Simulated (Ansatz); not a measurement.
An input for Ansatz 0.2.0 (MoS2 (P6_3/mmc)):

```yaml
crystal:
  lattice:
    - [3.169, 0.0, 0.0]
    - [-1.5845, 2.7444345046, 0.0]
    - [0.0, 0.0, 12.324]
  atoms:
    - { symbol: Mo, position: [0.3333333333, 0.6666666667, 0.25] }
    - { symbol: Mo, position: [0.6666666667, 0.3333333333, 0.75] }
    - { symbol: S, position: [0.3333333333, 0.6666666667, 0.623] }
    - { symbol: S, position: [0.6666666667, 0.3333333333, 0.123] }
    - { symbol: S, position: [0.3333333333, 0.6666666667, 0.877] }
    - { symbol: S, position: [0.6666666667, 0.3333333333, 0.377] }
kpoints:
  mp_grid: { grid: [6, 6, 2] }
hamiltonian:
  xc: r2scan
scf:
  occupations: { method: fixed }
gw:
  n_empty_bands: 848
  ecut_chi: 230.0
  qp_bands: [v2, c2]
  qp_kpoints: band_edges
  screening: { model: contour_deformation }
```

The database entry behind the starting cell differs from later determinations by our own check (about 0.3 % long), so it need not match the best structure at ambient conditions.

```sh
ansatz run input.yaml --threads 3 --pin off --max-ram 64512MiB --backend cuda --events-out ev --progress --plain --runs-dir out --devices 1 --max-vram 24GiB  # rebuilt from the run's record
```

How long will it take on 1 × NVIDIA H100 80GB HBM3 (shared by 3 runs) with 3 threads of AMD EPYC 7R13 (Zen 3), shared host, and how much memory?

It took 53 s; on shared hardware allow 26 s to 1.8 min. Peak host memory was 3.6 GiB. The sizes that set the cost: 2739 plane waves a state, 14 irreducible k points, 874 bands summed, 835 plane waves in the screening and 7 SCF cycles.

The screening grows as filled bands × empty bands × pairs of k points, times the square of the screening basis for the matrix.

[Paths, hosts, dates, memory and timing lines, banners, echoed tables and standing remarks are left out of the program output.]

[Logs are printed without paths, hosts, clocks, repeated set-up lines and the standing remarks that a program may print on its own settings, such as how far it seeks lower states.]

[Runs of the session that timed out or met a known fault of the program may be left out.]

[Cells called generated may have been cut or substituted from an entry of the Crystallography Open Database or the Materials Project.]

[Hosts, paths, dates, database ids (printed as entryN), source tags and the programs' standing remarks are cut or masked in the printed files.]
